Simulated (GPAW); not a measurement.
Consider TiSe (Pnma).

```xyz
8
Lattice="6.4620 0.0000 0.0000 0.0000 3.4940 0.0000 0.0000 0.0000 6.2220" Properties=species:S:1:pos:R:3 pbc="T T T"
Se    5.0404    2.6205    3.6088
Se    4.6526    0.8735    0.4978
Se    1.8094    2.6205    5.7242
Se    1.4216    0.8735    2.6132
Ti    6.3974    2.6205    1.1822
Ti    3.2956    0.8735    4.2932
Ti    3.1664    2.6205    1.9288
Ti    0.0646    0.8735    5.0398
```

Absorber: atom 1, with 1 Ti at 2.52 Å, 2 Ti at 2.56 Å, 2 Ti at 2.70 Å and 1 Ti at 2.78 Å (distorted trigonal prismatic, site symmetry m). Method: GPAW, LDA, excited-electron core hole (neutral cell), 16-atom cell with 7.0 Å between holes, 3×3×3 k points, dipole transitions, Gaussian full width 2.33 eV up to 4 eV, rising linearly to 3.5 eV at 25 eV.

Question: Predict the near-edge structure at the Se K edge.

Main maxima up to 30 eV above the zero (height): 2.4 eV (1.44), 9.2 eV (1.44), 16.2 eV (0.80), 21.6 eV (1.00) and 27.6 eV (1.11). A K edge sees empty p states; the first features are Se p mixed into the empty d states of the Ti neighbours, and the broad ones above probably into the cations' higher empty bands. 

The Se K spectrum (energy from the lowest empty level; intensity scaled to a mean of 1 over the first 20 eV; polarised curves are means over the symmetry-equivalent atoms):

| E (eV) | isotropic | ε ∥ x | ε ∥ y | ε ∥ z |
| --- | --- | --- | --- | --- |
| -2.00 | 0.01 | 0.01 | 0.01 | 0.01 |
| -1.25 | 0.05 | 0.07 | 0.06 | 0.03 |
| -0.50 | 0.19 | 0.21 | 0.22 | 0.13 |
| 0.25 | 0.48 | 0.47 | 0.57 | 0.39 |
| 1.00 | 0.90 | 0.81 | 1.03 | 0.87 |
| 1.75 | 1.31 | 1.11 | 1.37 | 1.44 |
| 2.50 | 1.43 | 1.23 | 1.36 | 1.71 |
| 3.25 | 1.22 | 1.14 | 1.06 | 1.45 |
| 4.00 | 0.95 | 1.03 | 0.79 | 1.02 |
| 4.75 | 0.89 | 1.09 | 0.73 | 0.85 |
| 5.50 | 1.01 | 1.28 | 0.84 | 0.92 |
| 6.25 | 1.14 | 1.44 | 0.98 | 1.01 |
| 7.00 | 1.22 | 1.51 | 1.08 | 1.07 |
| 7.75 | 1.29 | 1.51 | 1.20 | 1.17 |
| 8.50 | 1.39 | 1.46 | 1.38 | 1.33 |
| 9.25 | 1.44 | 1.32 | 1.57 | 1.44 |
| 10.00 | 1.37 | 1.15 | 1.58 | 1.38 |
| 10.75 | 1.19 | 1.02 | 1.38 | 1.18 |
| 11.50 | 1.00 | 0.94 | 1.10 | 0.96 |
| 12.25 | 0.86 | 0.88 | 0.88 | 0.80 |
| 13.00 | 0.77 | 0.81 | 0.76 | 0.73 |
| 13.75 | 0.73 | 0.75 | 0.72 | 0.73 |
| 14.50 | 0.74 | 0.71 | 0.75 | 0.76 |
| 15.25 | 0.77 | 0.71 | 0.79 | 0.81 |
| 16.00 | 0.80 | 0.73 | 0.81 | 0.84 |
| 16.75 | 0.79 | 0.75 | 0.80 | 0.81 |
| 17.50 | 0.76 | 0.77 | 0.76 | 0.75 |
| 18.25 | 0.74 | 0.79 | 0.72 | 0.70 |
| 19.00 | 0.76 | 0.81 | 0.73 | 0.73 |
| 19.75 | 0.83 | 0.85 | 0.80 | 0.83 |
| 20.50 | 0.92 | 0.90 | 0.91 | 0.95 |
| 21.25 | 0.99 | 0.93 | 1.00 | 1.03 |
| 22.00 | 0.99 | 0.93 | 1.02 | 1.03 |
| 22.75 | 0.94 | 0.90 | 0.97 | 0.96 |
| 23.50 | 0.88 | 0.87 | 0.88 | 0.89 |
| 24.25 | 0.85 | 0.88 | 0.81 | 0.87 |
| 25.00 | 0.88 | 0.92 | 0.79 | 0.92 |
| 25.75 | 0.95 | 0.99 | 0.85 | 1.01 |
| 26.50 | 1.04 | 1.06 | 0.97 | 1.09 |
| 27.25 | 1.10 | 1.10 | 1.08 | 1.11 |
| 28.00 | 1.10 | 1.13 | 1.13 | 1.05 |
| 28.75 | 1.06 | 1.13 | 1.09 | 0.96 |
| 29.50 | 1.01 | 1.14 | 1.00 | 0.89 |
| 30.25 | 0.97 | 1.14 | 0.90 | 0.86 |
| 31.00 | 0.95 | 1.13 | 0.85 | 0.89 |
| 31.75 | 0.97 | 1.11 | 0.85 | 0.95 |

The script folds with a Gaussian, whereas the core hole's own line is a Lorentzian, so the onset is too steep and the first peak too high. The unit cell's mesh shows no gap over 0.35 eV. That is right for a metallic compound; for a small-gap or correlated insulator it would be the fault of the functional or of the assumed magnetic order, and the hole would be screened too well. The mesh is coarse (0.38 Å⁻¹ between points), so small maxima may be mesh ripples. The structure is a published determination, not relaxed.

[Banner, clock and machine lines of the logs are left out without a mark of their own.]

[Logs are printed without paths, hosts, clocks, repeated set-up lines and the standing remarks that a program may print on its own settings, such as how far it seeks lower states.]

[Hosts, paths, dates, database ids (printed as entryN), source tags and the programs' standing remarks are cut or masked in the printed files.]

[Lists of maxima count a maximum above −3 eV only where it reaches 4 % of the highest in the window and stands out from its surroundings by 2 % of it (1.5 % where it reaches 55 %); shoulders and weaker maxima are passed over, and of the rest the first, up to two pre-edge ones and the few strongest are named.]
